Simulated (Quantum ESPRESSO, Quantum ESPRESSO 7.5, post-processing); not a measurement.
**1T-HfO2, 1 layer: solver and mixing choices**

Aim: which eigensolver and mixing brings 1T-HfO2, 1 layer to self-consistency fastest, and whether the result stays the same.

Program: Quantum ESPRESSO 7.5. Level of theory: plane-wave DFT, PBE, SPMS norm-conserving pseudopotentials. Results are calculated unless marked as measured.

This is a report of a sequence of runs, with most program output left out.

## (1) The structure

The cell holds 3 atoms: 2 O and 1 Hf. Cell: a = 3.240 Å, b = 3.240 Å, c = 19.519 Å, α = 90.0°, β = 90.0°, γ = 120.0°. It derives from HfO2. Vacuum lies along c.

This sheet is a model structure: its symmetry is held, and its stability is not tested here.

## (2) SCF with pw.x: david, local-TF mixing, beta 0.4, history 8

The first run is the reference of the series.

Input file c0.in:

```
&control
  prefix = 'c0'
  outdir = './out'
  pseudo_dir = './pseudo'
  calculation = 'scf'
  tprnfor = .true.
/
&system
  ibrav = 0
  nat = 3
  ntyp = 2
  ecutwfc = 60
  ecutrho = 240
  occupations = 'smearing'
  smearing = 'fd'
  degauss = 0.004
  assume_isolated = 'esm'
  esm_bc = 'bc1'
/
&electrons
  conv_thr = 1e-07
  mixing_beta = 0.4
  electron_maxstep = 80
  mixing_mode = 'local-TF'
  diagonalization = 'david'
  mixing_ndim = 8
/
ATOMIC_SPECIES
  O   15.9990  08_O_6_1.2_1.4_pbe_n_v1.0.upf
  Hf  178.4900  72_Hf_12_2.3_3.0_pbe_n_v1.0.upf
CELL_PARAMETERS angstrom
  3.24000000000000 0.00000000000000 0.00000000000000
  -1.62000000000000 2.80592230826158 0.00000000000000
  0.00000000000000 0.00000000000000 19.51859087586690
ATOMIC_POSITIONS crystal
  O   0.666666666667 0.333333333333 -0.064517743414
  Hf  0.000000000000 0.000000000000 0.000000000000
  O   0.333333333333 0.666666666667 0.064517743414
K_POINTS automatic
  12 12 1 0 0 0
```

Launch:

```
$ OMP_NUM_THREADS=1 mpirun -n 4 pw.x -nk 4 -in c0.in > c0.out
```

Elapsed: 52 s, on 4 MPI ranks of Arm Neoverse V2, shared host; peak memory 0.43 GiB.

Read from the output:

```
free energy                                                    : -2440.8865 eV
Fermi energy                                                   : -7.431 eV
valence top, on the run's zero                                 : -8.863 eV
conduction bottom, on the run's zero                           : -5.592 eV
gap by band count                                              : 3.271 eV
vacuum line at the lower end of the cell, over the valence top : 8.863 eV
vacuum line at the upper end of the cell, over the valence top : 8.863 eV
```

Electrostatic potential energy of an electron; zero at the highest filled level of the SCF mesh. The potential energy, planar mean by z:

z (Å), potential energy, planar mean (eV) and a bar from the least value:
```
       -9        8.9 ##############################
       -8        8.9 ##############################
       -7        8.9 ##############################
       -6        8.9 ##############################
       -5        8.9 ##############################
       -4        8.9 ##############################
       -3        8.8 ##############################
       -2        7.3 ############################
       -1       -4.2 ###########
        0      -11.9 
        1       -4.2 ###########
        2        7.3 ############################
        3        8.8 ##############################
        4        8.9 ##############################
        5        8.9 ##############################
        6        8.9 ##############################
        7        8.9 ##############################
        8        8.9 ##############################
        9        8.9 ##############################
```

The program's own clock; routines nest. Time by routine:

| routine | wall time (s) | calls |
| --- | --- | --- |
| PWSCF | 50.95 | 1 |
| electrons | 49.95 | 1 |
| c_bands | 29.33 | 28 |
| cegterg | 25.21 | 140 |
| h_psi | 21.15 | 832 |
| fftw | 17.37 | 16094 |
| vloc_psi | 17.32 | 832 |
| mix_rho | 14.62 | 28 |
| ffts | 8.69 | 3121 |
| sum_band | 3.65 | 28 |
| v_of_rho | 2.06 | 29 |
| calbec | 1.92 | 852 |
| add_vuspsi | 1.9 | 832 |
| h_psi:calbec | 1.85 | 832 |

The vacuum levels are read from the outermost 0.7 Å of the cell on either side.

The run needed 28 iterations to bring the estimated error under 1e-07 Ry; the largest force on any atom, held or free, is 4.12 eV/Å, so this geometry is far from relaxed and its levels are not those of the real material.

Inside the slab this potential holds the local part of the pseudopotentials, which can be repulsive at the nuclei; only its value in the vacuum has a meaning of its own.

## (3) Ground state: david, plain mixing, beta 0.4, history 8

c1.in is the input of step 2 with these lines changed:

```diff
@@ -1,3 +1,3 @@
 &control
-  prefix = 'c0'
+  prefix = 'c1'
   outdir = './out'
@@ -23,3 +23,3 @@
   electron_maxstep = 80
-  mixing_mode = 'local-TF'
+  mixing_mode = 'plain'
   diagonalization = 'david'
```

Launch:

```
$ OMP_NUM_THREADS=1 mpirun -n 4 pw.x -nk 4 -in c1.in > c1.out
```

The job ended after 23 s (4 MPI ranks; peak memory 0.42 GiB).

Numbers from this step:

```
conduction bottom, on the run's zero : -5.593 eV
```

The program's own clock; routines nest. Time by routine:

| routine | wall time (s) | calls |
| --- | --- | --- |
| PWSCF | 22.55 | 1 |
| electrons | 21.51 | 1 |
| c_bands | 18.34 | 14 |
| cegterg | 15.32 | 70 |
| h_psi | 12.72 | 554 |
| vloc_psi | 10.34 | 554 |
| fftw | 10.14 | 9530 |
| sum_band | 1.85 | 14 |
| calbec | 1.21 | 574 |
| add_vuspsi | 1.18 | 554 |
| h_psi:calbec | 1.14 | 554 |
| v_of_rho | 1.06 | 15 |
| init_run | 0.71 | 1 |
| init_us_2 | 0.48 | 150 |

Counted from each run's own zero (the valence top), the vacuum level differs from the first run's by +0 meV.

## (4) Ground state: david, plain mixing, beta 0.7, history 8

c2.in is the input of step 3 with these lines changed:

```diff
@@ -1,3 +1,3 @@
 &control
-  prefix = 'c1'
+  prefix = 'c2'
   outdir = './out'
@@ -21,3 +21,3 @@
   conv_thr = 1e-07
-  mixing_beta = 0.4
+  mixing_beta = 0.7
   electron_maxstep = 80
```

Launch:

```
$ OMP_NUM_THREADS=1 mpirun -n 4 pw.x -nk 4 -in c2.in > c2.out
```

Run time: 36 s. Hardware: 4 MPI ranks; peak memory 0.46 GiB.

Numbers from this step:

| Quantity | Value |
| --- | --- |
| Fermi energy | -7.430 eV |
| valence top, on the run's zero | -8.862 eV |
| conduction bottom, on the run's zero | -5.591 eV |
| gap by band count | 3.270 eV |
| vacuum line at the lower end of the cell, over the valence top | 8.862 eV |
| vacuum line at the upper end of the cell, over the valence top | 8.862 eV |

The program's own clock; routines nest. Time by routine:

| routine | wall time (s) | calls |
| --- | --- | --- |
| PWSCF | 35.92 | 1 |
| electrons | 34.92 | 1 |
| c_bands | 28.39 | 29 |
| cegterg | 24.16 | 145 |
| h_psi | 20.26 | 826 |
| fftw | 16.73 | 15922 |
| vloc_psi | 16.5 | 826 |
| sum_band | 3.76 | 29 |
| v_of_rho | 2.08 | 30 |
| calbec | 1.88 | 846 |
| add_vuspsi | 1.87 | 826 |
| h_psi:calbec | 1.81 | 826 |
| init_us_2 | 0.94 | 300 |
| fft | 0.86 | 310 |

Counted from each run's own zero (the valence top), the vacuum level differs from the first run's by -1 meV.

## (5) Self-consistent run: david, TF mixing, beta 0.4, history 8

c3.in is the input of step 4 with these lines changed:

```diff
@@ -1,3 +1,3 @@
 &control
-  prefix = 'c2'
+  prefix = 'c3'
   outdir = './out'
@@ -21,5 +21,5 @@
   conv_thr = 1e-07
-  mixing_beta = 0.7
+  mixing_beta = 0.4
   electron_maxstep = 80
-  mixing_mode = 'plain'
+  mixing_mode = 'TF'
   diagonalization = 'david'
```

Launch:

```
$ OMP_NUM_THREADS=1 mpirun -n 4 pw.x -nk 4 -in c3.in > c3.out
```

Run time: 43 s. Hardware: 4 MPI ranks; peak memory 0.43 GiB; 2.9 min of CPU time.

This step gave:

| Property | Result |
| --- | --- |
| Fermi energy | -7.428 eV |
| valence top, on the run's zero | -8.859 eV |
| conduction bottom, on the run's zero | -5.589 eV |
| vacuum line at the lower end of the cell, over the valence top | 8.859 eV |
| vacuum line at the upper end of the cell, over the valence top | 8.859 eV |

The program's own clock; routines nest. Time by routine:

| routine | wall time (s) | calls |
| --- | --- | --- |
| PWSCF | 42.64 | 1 |
| electrons | 41.63 | 1 |
| c_bands | 34.1 | 33 |
| cegterg | 29.52 | 165 |
| h_psi | 24.66 | 1036 |
| fftw | 20.15 | 18710 |
| vloc_psi | 20.05 | 1036 |
| sum_band | 4.36 | 33 |
| v_of_rho | 2.38 | 34 |
| calbec | 2.29 | 1056 |
| add_vuspsi | 2.28 | 1036 |
| h_psi:calbec | 2.22 | 1036 |
| init_us_2 | 1.08 | 340 |
| fft | 0.98 | 350 |

Counted from each run's own zero (the valence top), the vacuum level differs from the first run's by -4 meV.

## (6) Ground state: david, local-TF mixing, beta 0.7, history 8

c4.in is the input of step 5 with these lines changed:

```diff
@@ -1,3 +1,3 @@
 &control
-  prefix = 'c3'
+  prefix = 'c4'
   outdir = './out'
@@ -21,5 +21,5 @@
   conv_thr = 1e-07
-  mixing_beta = 0.4
+  mixing_beta = 0.7
   electron_maxstep = 80
-  mixing_mode = 'TF'
+  mixing_mode = 'local-TF'
   diagonalization = 'david'
```

Launch:

```
$ OMP_NUM_THREADS=1 mpirun -n 4 pw.x -nk 4 -in c4.in > c4.out
```

The job ended after 34 s (4 MPI ranks; peak memory 0.43 GiB).

Read from the output:

```
Fermi energy                                                   : -7.430 eV
valence top, on the run's zero                                 : -8.862 eV
conduction bottom, on the run's zero                           : -5.592 eV
gap by band count                                              : 3.271 eV
vacuum line at the lower end of the cell, over the valence top : 8.862 eV
vacuum line at the upper end of the cell, over the valence top : 8.862 eV
```

The program's own clock; routines nest. Time by routine:

| routine | wall time (s) | calls |
| --- | --- | --- |
| PWSCF | 33.6 | 1 |
| electrons | 32.55 | 1 |
| c_bands | 21.64 | 16 |
| cegterg | 18.55 | 80 |
| h_psi | 15.37 | 643 |
| vloc_psi | 12.49 | 643 |
| fftw | 12.15 | 11048 |
| mix_rho | 7.38 | 16 |
| ffts | 4.35 | 1543 |
| sum_band | 2.16 | 16 |
| calbec | 1.45 | 663 |
| add_vuspsi | 1.43 | 643 |
| h_psi:calbec | 1.38 | 643 |
| v_of_rho | 1.24 | 17 |

Counted from each run's own zero (the valence top), the vacuum level differs from the first run's by -1 meV.

## (7) Self-consistent run: david, local-TF mixing, beta 0.2, history 8

c5.in is the input of step 6 with these lines changed:

```diff
@@ -1,3 +1,3 @@
 &control
-  prefix = 'c4'
+  prefix = 'c5'
   outdir = './out'
@@ -21,3 +21,3 @@
   conv_thr = 1e-07
-  mixing_beta = 0.7
+  mixing_beta = 0.2
   electron_maxstep = 80
```

Launch:

```
$ OMP_NUM_THREADS=1 mpirun -n 4 pw.x -nk 4 -in c5.in > c5.out
```

Run time: 68 s. Hardware: 4 MPI ranks; peak memory 0.45 GiB.

Numbers from this step:

* Fermi energy: -7.431 eV
* valence top, on the run's zero: -8.864 eV
* conduction bottom, on the run's zero: -5.593 eV
* vacuum line at the lower end of the cell, over the valence top: 8.864 eV
* vacuum line at the upper end of the cell, over the valence top: 8.864 eV

The program's own clock; routines nest. Time by routine:

| routine | wall time (s) | calls |
| --- | --- | --- |
| PWSCF | 67.56 | 1 |
| electrons | 66.55 | 1 |
| c_bands | 39.02 | 38 |
| cegterg | 32.7 | 190 |
| h_psi | 27.34 | 1110 |
| fftw | 22.42 | 21012 |
| vloc_psi | 22.23 | 1110 |
| mix_rho | 19.23 | 38 |
| ffts | 11.33 | 4027 |
| sum_band | 5.08 | 38 |
| v_of_rho | 2.78 | 39 |
| add_vuspsi | 2.53 | 1110 |
| calbec | 2.53 | 1130 |
| h_psi:calbec | 2.46 | 1110 |

Counted from each run's own zero (the valence top), the vacuum level differs from the first run's by +0 meV.

## (8) SCF with pw.x: david, local-TF mixing, beta 0.4, history 4

c6.in is the input of step 7 with these lines changed:

```diff
@@ -1,3 +1,3 @@
 &control
-  prefix = 'c5'
+  prefix = 'c6'
   outdir = './out'
@@ -21,3 +21,3 @@
   conv_thr = 1e-07
-  mixing_beta = 0.2
+  mixing_beta = 0.4
   electron_maxstep = 80
@@ -25,3 +25,3 @@
   diagonalization = 'david'
-  mixing_ndim = 8
+  mixing_ndim = 4
 /
```

Launch:

```
$ OMP_NUM_THREADS=1 mpirun -n 4 pw.x -nk 4 -in c6.in > c6.out
```

Wall time 50 s (4 MPI ranks); peak memory 0.42 GiB.

Numbers from this step:

* Fermi energy: -7.434 eV
* valence top, on the run's zero: -8.866 eV
* conduction bottom, on the run's zero: -5.595 eV
* vacuum line at the lower end of the cell, over the valence top: 8.866 eV
* vacuum line at the upper end of the cell, over the valence top: 8.866 eV

The program's own clock; routines nest. Time by routine:

| routine | wall time (s) | calls |
| --- | --- | --- |
| PWSCF | 48.95 | 1 |
| electrons | 47.95 | 1 |
| c_bands | 28.79 | 27 |
| cegterg | 24.91 | 135 |
| h_psi | 20.74 | 866 |
| vloc_psi | 16.85 | 866 |
| fftw | 16.79 | 16128 |
| mix_rho | 13.48 | 27 |
| ffts | 8.11 | 2933 |
| sum_band | 3.45 | 27 |
| v_of_rho | 2.03 | 28 |
| calbec | 1.94 | 886 |
| add_vuspsi | 1.93 | 866 |
| h_psi:calbec | 1.87 | 866 |

Counted from each run's own zero (the valence top), the vacuum level differs from the first run's by +3 meV.

## (9) SCF with pw.x: cg, local-TF mixing, beta 0.4, history 8

c7.in is the input of step 8 with these lines changed:

```diff
@@ -1,3 +1,3 @@
 &control
-  prefix = 'c6'
+  prefix = 'c7'
   outdir = './out'
@@ -24,4 +24,4 @@
   mixing_mode = 'local-TF'
-  diagonalization = 'david'
-  mixing_ndim = 4
+  diagonalization = 'cg'
+  mixing_ndim = 8
 /
```

Launch:

```
$ OMP_NUM_THREADS=1 mpirun -n 4 pw.x -nk 4 -in c7.in > c7.out
```

It took 31 s on 4 MPI ranks; peak memory 0.41 GiB.

This step gave:

* Fermi energy: -7.432 eV
* valence top, on the run's zero: -8.863 eV
* conduction bottom, on the run's zero: -5.593 eV
* gap by band count: 3.270 eV
* vacuum line at the lower end of the cell, over the valence top: 8.863 eV
* vacuum line at the upper end of the cell, over the valence top: 8.863 eV

The program's own clock; routines nest. Time by routine:

| routine | wall time (s) | calls |
| --- | --- | --- |
| PWSCF | 30.72 | 1 |
| electrons | 29.71 | 1 |
| c_bands | 19.2 | 15 |
| h_psi | 15.41 | 3118 |
| ccgdiagg | 14.85 | 75 |
| hs_1psi | 12 | 3043 |
| vloc_psi | 10.54 | 3118 |
| fftw | 10.32 | 9706 |
| mix_rho | 7.37 | 15 |
| ffts | 4.44 | 1613 |
| calbec | 3.91 | 6181 |
| wfcrot | 3.75 | 75 |
| add_vuspsi | 2.7 | 3118 |
| h_psi:calbec | 2.08 | 3118 |

Counted from each run's own zero (the valence top), the vacuum level differs from the first run's by -0 meV.

## (10) Self-consistent run: ppcg, local-TF mixing, beta 0.4, history 8

c8.in is the input of step 9 with these lines changed:

```diff
@@ -1,3 +1,3 @@
 &control
-  prefix = 'c7'
+  prefix = 'c8'
   outdir = './out'
@@ -24,3 +24,3 @@
   mixing_mode = 'local-TF'
-  diagonalization = 'cg'
+  diagonalization = 'ppcg'
   mixing_ndim = 8
```

Launch:

```
$ OMP_NUM_THREADS=1 mpirun -n 4 pw.x -nk 4 -in c8.in > c8.out
```

Run time: 0.5 s. Hardware: 4 MPI ranks; peak memory 0.09 GiB.

The input was rejected at the start.

The fault put into the input: an eigensolver that this release has dropped (electrons.diagonalization = "ppcg").

The message: “iosys (1): PPCG diagonalization not supported anymore (Dec. 2024)”. This release no longer has that solver; david, paro or rmm-davidson serve.

## (11) Ground state: paro, local-TF mixing, beta 0.4, history 8

c9.in is the input of step 10 with these lines changed:

```diff
@@ -1,3 +1,3 @@
 &control
-  prefix = 'c8'
+  prefix = 'c9'
   outdir = './out'
@@ -24,3 +24,3 @@
   mixing_mode = 'local-TF'
-  diagonalization = 'ppcg'
+  diagonalization = 'paro'
   mixing_ndim = 8
```

Launch:

```
$ OMP_NUM_THREADS=1 mpirun -n 4 pw.x -nk 4 -in c9.in > c9.out
```

Wall time 44 s (4 MPI ranks); peak memory 0.45 GiB; 2.9 min of CPU time.

Numbers from this step:

| Property | Result |
| --- | --- |
| Fermi energy | -7.431 eV |
| conduction bottom, on the run's zero | -5.592 eV |

The program's own clock; routines nest. Time by routine:

| routine | wall time (s) | calls |
| --- | --- | --- |
| PWSCF | 43.67 | 1 |
| electrons | 42.68 | 1 |
| c_bands | 33.99 | 13 |
| paro_k | 27.21 | 65 |
| h_psi | 21.03 | 1414 |
| vloc_psi | 16.55 | 1414 |
| fftw | 15.45 | 14706 |
| mix_rho | 5.94 | 13 |
| ffts | 3.57 | 1289 |
| add_vuspsi | 2.22 | 1414 |
| calbec | 2.22 | 1434 |
| h_psi:calbec | 2.16 | 1414 |
| sum_band | 1.66 | 13 |
| v_of_rho | 0.99 | 14 |

Counted from each run's own zero (the valence top), the vacuum level differs from the first run's by -1 meV.

## (12) SCF with pw.x: rmm-davidson, local-TF mixing, beta 0.4, history 8

c10.in is the input of step 11 with these lines changed:

```diff
@@ -1,3 +1,3 @@
 &control
-  prefix = 'c9'
+  prefix = 'c10'
   outdir = './out'
@@ -24,3 +24,3 @@
   mixing_mode = 'local-TF'
-  diagonalization = 'paro'
+  diagonalization = 'rmm-davidson'
   mixing_ndim = 8
```

Launch:

```
$ OMP_NUM_THREADS=1 mpirun -n 4 pw.x -nk 4 -in c10.in > c10.out
```

It took 36 s on 4 MPI ranks; peak memory 0.48 GiB; 2.4 min of CPU time.

Read from the output:

- Fermi energy: -7.432 eV
- valence top, on the run's zero: -8.864 eV
- conduction bottom, on the run's zero: -5.593 eV
- gap by band count: 3.271 eV
- vacuum line at the lower end of the cell, over the valence top: 8.864 eV
- vacuum line at the upper end of the cell, over the valence top: 8.864 eV

The program's own clock; routines nest. Time by routine:

| routine | wall time (s) | calls |
| --- | --- | --- |
| PWSCF | 34.96 | 1 |
| electrons | 33.97 | 1 |
| c_bands | 18.68 | 23 |
| h_psi | 14.43 | 435 |
| fftw | 12.18 | 11488 |
| vloc_psi | 11.87 | 435 |
| mix_rho | 10.52 | 23 |
| crmmdiagg | 7.58 | 85 |
| ffts | 6.23 | 2233 |
| wfcrot | 4.74 | 90 |
| sum_band | 2.93 | 23 |
| v_of_rho | 1.7 | 24 |
| calbec | 1.31 | 455 |
| add_vuspsi | 1.26 | 435 |

Counted from each run's own zero (the valence top), the vacuum level differs from the first run's by +1 meV.

## (13) The series side by side

All levels:

| level | vacuum level over the valence top (eV) | its change from the first (meV) | energy from the first (meV an atom) | SCF iterations | wall time (s) | peak memory (GiB) | CPU time (s) |
| --- | --- | --- | --- | --- | --- | --- | --- |
| david, local-TF mixing, beta 0.4, history 8 | 8.863 | 0 | 0 | 28 | 51.5 | 0.43 | 205.6 |
| david, plain mixing, beta 0.4, history 8 | 8.863 | 0.14 | 9.07e-5 | 14 | 23.09 | 0.42 | 92.02 |
| david, plain mixing, beta 0.7, history 8 | 8.862 | -1.462 | 0 | 29 | 36.47 | 0.46 | 145.5 |
| david, TF mixing, beta 0.4, history 8 | 8.859 | -4.058 | 1.36e-4 | 33 | 43.19 | 0.43 | 172.4 |
| david, local-TF mixing, beta 0.7, history 8 | 8.862 | -0.71 | 9.07e-4 | 16 | 34.15 | 0.43 | 136.2 |
| david, local-TF mixing, beta 0.2, history 8 | 8.864 | 0.4483 | 0 | 38 | 68.1 | 0.45 | 272.1 |
| david, local-TF mixing, beta 0.4, history 4 | 8.866 | 2.95 | 1.36e-4 | 27 | 49.5 | 0.42 | 197.6 |
| cg, local-TF mixing, beta 0.4, history 8 | 8.863 | -0.3517 | -4.54e-5 | 15 | 31.27 | 0.41 | 124.7 |
| paro, local-TF mixing, beta 0.4, history 8 | 8.863 | -0.5383 | -9.07e-5 | 13 | 44.22 | 0.45 | 176.5 |
| rmm-davidson, local-TF mixing, beta 0.4, history 8 | 8.864 | 0.995 | 1.81e-4 | 23 | 35.51 | 0.48 | 141.7 |

## (14) Outcome

| Item | Value |
| --- | --- |
| fastest | david, plain mixing, beta 0.4, history 8: 23 s, 14 iterations |
| slowest that converged | david, local-TF mixing, beta 0.2, history 8: 68 s, 38 iterations |
| fewest iterations | paro, local-TF mixing, beta 0.4, history 8: 13 |
| largest change of the vacuum level | 4 meV |

**Reading.** The fastest choice is david, plain mixing, beta 0.4, history 8: 23 s, 14 iterations. The converged runs took 13 to 38 iterations and agree within 7 meV in the vacuum level; counts also move with the parallel layout and the random start, so differences of a few iterations rank nothing. Refused or stopped by an error: ppcg, local-TF mixing, beta 0.4, history 8. The times come from a shared host and are rough. Peak memory is sampled during the run and can miss the peak. The geometry is as built, not relaxed.

[Logs are printed without paths, hosts, clocks, repeated set-up lines and the standing remarks that a program may print on its own settings, such as how far it seeks lower states.]

[Hosts, paths, dates, database ids (printed as entryN), source tags and the programs' standing remarks are cut or masked in the printed files.]

[Maps of the electrostatic potential energy from Ansatz leave out the sawtooth potential of an applied field or a dipole correction, so their vacuum need not be flat; planar profiles and work functions include it.]
